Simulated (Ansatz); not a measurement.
## The Ti2CO2 MXene monolayer between two gates: cost of one run

Ansatz 0.2.0; plane-wave DFT, PBE-D3(BJ), Ansatz PAW. The cell holds 5 atoms.

Contents of input.yaml:

```yaml
crystal:
  lattice:
    - [3.0099903722, 0.0, 0.0]
    - [-1.5049951861, 2.6067281275, 0.0]
    - [0.0, 0.0, 39.0317540288]
  atoms:
    - { symbol: O, position: [0.3333333333, 0.6666666667, 0.443228864] }
    - { symbol: Ti, position: [0.6666666667, 0.3333333333, 0.4666428793] }
    - { symbol: C, position: [0.0, 0.0, 0.5] }
    - { symbol: Ti, position: [0.3333333333, 0.6666666667, 0.5333571207] }
    - { symbol: O, position: [0.6666666667, 0.3333333333, 0.556771136] }
  periodic: [true, true, false]
  symmetry: { detect: true }
total_charge: -0.023538
kpoints:
  mp_grid: { grid: [68, 68, 1] }
hamiltonian:
  xc: pbe
  dispersion: d3bj
scf:
  occupations: { method: fermi_dirac, width: 0.02585 }
  convergence: { dr2_threshold: 1.0e-10 }
output:
  forces: true
  eigenvalues: true
  write_potential: true
  write_density: true
  volumetric_format: npy
external_charges:
  - { charge: 0, barrier: 10, axis: 3, height: 26.232, sigma: 0.25 }
  - { charge: 0.011769, axis: 3, height: 27.732, sigma: 0.5 }
  - { charge: 0, barrier: 10, axis: 3, height: 12.8, sigma: 0.25 }
  - { charge: 0.011769, axis: 3, height: 11.3, sigma: 0.5 }
```

Command:

```
$ ansatz run input.yaml --threads 4 --pin off --max-ram 6144MiB --backend cpu --events-out ev --progress --plain --runs-dir out
```

The cutoff in use is 420 eV. For reference, a run of the same kind (5 atoms, 271 k-points, 25 bands and 5,759 plane waves; 17 SCF cycles) took 2.2 min and 1.8 GiB on the same hardware.

What time and memory should one allow on 4 threads of Arm Neoverse V1, shared host?

A cutoff of 420 eV is a sphere of radius 10.5 Å⁻¹, so a cell of 306 Å³ holds about V·G³/6π² = 5,985 plane waves. At two electrons a band, the 40 electrons need 21 bands, and 5 more are carried. Symmetry cuts the 68×68×1 mesh from 4624 to 420 points. The run has 420 k-points, 26 bands and 5,759 plane waves. Taking the work of a cycle as k-points × spins × bands × plane waves, that is 1.6 times the reference, or 3.6 min at the reference's 17 cycles. The run needed 13 SCF cycles, which makes it about 2.7 min. One copy of the wavefunctions takes 0.94 GiB at 16 bytes a coefficient, against 0.58 GiB in the reference; grids, projectors and work arrays come on top. Measured: about 3 min, with a peak of 2.5 GiB. The estimate holds within 25 %.

[Logs are printed without paths, hosts, clocks, repeated set-up lines and the standing remarks that a program may print on its own settings, such as how far it seeks lower states.]

[Hosts, paths, dates, database ids (printed as entryN), source tags and the programs' standing remarks are cut or masked in the printed files.]

[Maps of the electrostatic potential energy from Ansatz leave out the sawtooth potential of an applied field or a dipole correction, so their vacuum need not be flat; planar profiles and work functions include it.]
